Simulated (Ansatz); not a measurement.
**Te (P3_121): the PBE gap against the wavefunction cutoff**

Wanted: the cheapest wavefunction cutoff that holds the PBE gap of Te (P3_121).

Program: Ansatz 0.2.0. Level of theory: DFT, PBE, plane waves, PAW; PAW set soft_1. Results are calculated unless marked as measured.

Report form: the programs' logs are mostly left out.

### Step 1. The structure

It takes space group P3_121 (No. 152, trigonal). The conventional cell has a = 4.457 Å, b = 4.457 Å, c = 5.929 Å, α = 90.00°, β = 90.00°, γ = 120.00°. Te has 2 Te at 2.84 Å nearest.

The cell and positions come from the Crystallography Open Database and are kept as given unless a step says otherwise. Spin-orbit coupling is left out unless a step names it.

### Step 2. Wavefunction cutoff: 190 eV

File input.yaml:

```yaml
crystal:
  lattice:
    - [4.4572, 0.0, 0.0]
    - [-2.2286, 3.8600484297, 0.0]
    - [0.0, 0.0, 5.929]
  atoms:
    - { symbol: Te, position: [0.2633, 0.0, 0.3333333333] }
    - { symbol: Te, position: [0.0, 0.2633, 0.6666666667] }
    - { symbol: Te, position: [0.7367, 0.7367, 0.0] }
kpoints:
  mp_grid: { grid: [6, 6, 4] }
  band_path:
    path:
      - [0.0, 0.0, 0.0]
      - [0.5, 0.0, 0.0]
      - [0.33333333, 0.33333333, 0.0]
      - [0.0, 0.0, 0.5]
      - [0.5, 0.0, 0.5]
      - [0.33333333, 0.33333333, 0.5]
      - [0.33333333, 0.33333333, 0.45]
    npoints: 1
hamiltonian:
  xc: pbe
  pseudopotentials: { kind: paw, azcp: { folder: soft_1 } }
scf:
  occupations: { method: fermi_dirac, width: 0.02 }
  n_extra_bands: 5
  max_iter: 80
output:
  eigenvalues: true
  forces: true
  stress: true
basis:
  ecutwfc: 190.0
```

The run is started by

```console
$ ansatz run input.yaml --threads 3 --pin off --max-ram 92160MiB --backend cuda --events-out ev --progress --plain --runs-dir out --devices 1 --max-vram 13GiB
```

Run time: 4.5 s. Hardware: 1 × NVIDIA H100 80GB HBM3 (shared by 6 runs) with 3 threads of AMD EPYC 7R13 (Zen 3), shared host; peak memory 0.91 GiB; 4.4 s of CPU time.

Numbers from this step:

| Item | Value |
| --- | --- |
| pressure | 1.309 GPa |
| gap | 0.1181 eV |
| valence top at | k = (0.333, 0.333, 0.450) |
| conduction bottom at | H |
| least direct gap | 0.1428 eV |

The gap is indirect, with the least direct gap 0.02 eV higher.

### Step 3. Wavefunction cutoff: 290 eV

input.yaml, as its differences from that of step 2:

```diff
@@ -25,3 +25,3 @@
 scf:
-  occupations: { method: fermi_dirac, width: 0.02 }
+  occupations: { method: fixed }
   n_extra_bands: 5
@@ -33,2 +33,2 @@
 basis:
-  ecutwfc: 190.0
+  ecutwfc: 290.0
```

The job ended after 6.2 s (1 × NVIDIA H100 80GB HBM3 (shared by 6 runs) with 3 threads; peak memory 0.9 GiB).

This step gave:

* pressure: 2.182 GPa
* gap: 0.1592 eV
* valence top at: k = (0.333, 0.333, 0.450)
* conduction bottom at: H
* least direct gap: 0.1771 eV

The gap is 0.159 eV, +0.041 eV from the run before at this level.

### Step 4. Wavefunction cutoff: 420 eV (the default)

input.yaml, the sections that differ from step 3:

```yaml
kpoints:
  mp_grid: { grid: [6, 6, 4] }
  band_path:
    path:
      - [[0.0, 0.0, 0.0], [0.5, 0.0, 0.0], [0.33333333, 0.33333333, 0.0], [0.0, 0.0, 0.0], [0.0, 0.0, 0.5], [0.5, 0.0, 0.5], [0.33333333, 0.33333333, 0.5], [0.0, 0.0, 0.5]]
      - [[0.5, 0.0, 0.5], [0.5, 0.0, 0.0]]
      - [[0.33333333, 0.33333333, 0.5], [0.33333333, 0.33333333, 0.0]]
    npoints: 10
scf:
  occupations: { method: fermi_dirac, width: 0.02 }
  n_extra_bands: 5
output:
  eigenvalues: true
  forces: true
  stress: true
  write_density: true
  write_potential: true
  elf: true
  volumetric_format: npy
# crystal, hamiltonian: as in step 3
# basis: removed
```

Elapsed: 14 s, on 1 × NVIDIA H100 80GB HBM3 (shared by 6 runs) with 3 threads; peak memory 0.91 GiB.

This step gave:

| Property | Result |
| --- | --- |
| pressure | 2.019 GPa |
| gap | 0.1653 eV |
| valence top at | k = (0.333, 0.333, 0.450) |
| conduction bottom at | H |
| least direct gap | 0.1832 eV |

The gap is 0.165 eV, +0.006 eV from the run before at this level.

### Step 5. Wavefunction cutoff: 630 eV

input.yaml, the sections that differ from step 4:

```yaml
kpoints:
  mp_grid: { grid: [6, 6, 4] }
  band_path:
    path:
      - [0.0, 0.0, 0.0]
      - [0.5, 0.0, 0.0]
      - [0.33333333, 0.33333333, 0.0]
      - [0.0, 0.0, 0.5]
      - [0.5, 0.0, 0.5]
      - [0.33333333, 0.33333333, 0.5]
      - [0.33333333, 0.33333333, 0.45]
    npoints: 1
scf:
  occupations: { method: fixed }
  n_extra_bands: 5
  max_iter: 80
output:
  eigenvalues: true
  forces: true
  stress: true
basis:
  ecutwfc: 630.0
# crystal, hamiltonian: as in step 4
```

The job ended after 9.1 s (1 × NVIDIA H100 80GB HBM3 (shared by 6 runs) with 3 threads; peak memory 0.91 GiB).

Numbers from this step:

```
pressure             : 2.015 GPa
gap                  : 0.1658 eV
valence top at       : k = (0.333, 0.333, 0.450)
conduction bottom at : H
least direct gap     : 0.1837 eV
```

The gap is 0.166 eV, +0.001 eV from the run before at this level.

### Step 6. The series

Differences are against the last row; a negative gap means that bands overlap, and a run with a band path holds that path's time. Times are wall times on 1 × NVIDIA H100 80GB HBM3 (shared by 6 runs) with 3 threads of AMD EPYC 7R13 (Zen 3), shared host, good to a factor of about two.

| wavefunction cutoff | gap (eV) | direct gap (eV) | gap error (eV) | energy error (meV/atom) | irreducible k | time |
| --- | --- | --- | --- | --- | --- | --- |
| 190 eV | 0.118 | 0.143 | −0.048 | +9847.7 | 24 | 4.5 s |
| 290 eV | 0.159 | 0.177 | −0.007 | +88.9 | 24 | 6.2 s |
| 420 eV | 0.165 | 0.183 | −0.001 | +1.1 | 24 | 14 s |
| 630 eV | 0.166 | 0.184 | +0.000 | +0.0 | 24 | 9.1 s |

### Step 7. Outcome

```yaml
190_ev: 0.118 eV
290_ev: 0.159 eV
420_ev: 0.165 eV
630_ev: 0.166 eV
```

What this shows: The gap holds to 0.02 eV from 290 eV on. At 190 eV the gap is off by −0.048 eV and the energy by +9848 meV/atom.

[Paths, hosts, dates, memory and timing lines, banners, echoed tables and standing remarks are left out of the program output.]

[Logs are printed without paths, hosts, clocks, repeated set-up lines and the standing remarks that a program may print on its own settings, such as how far it seeks lower states.]

[Runs of the session that timed out or met a known fault of the program may be left out.]

[Cells called generated may have been cut or substituted from an entry of the Crystallography Open Database or the Materials Project.]

[Hosts, paths, dates, database ids (printed as entryN), source tags and the programs' standing remarks are cut or masked in the printed files.]
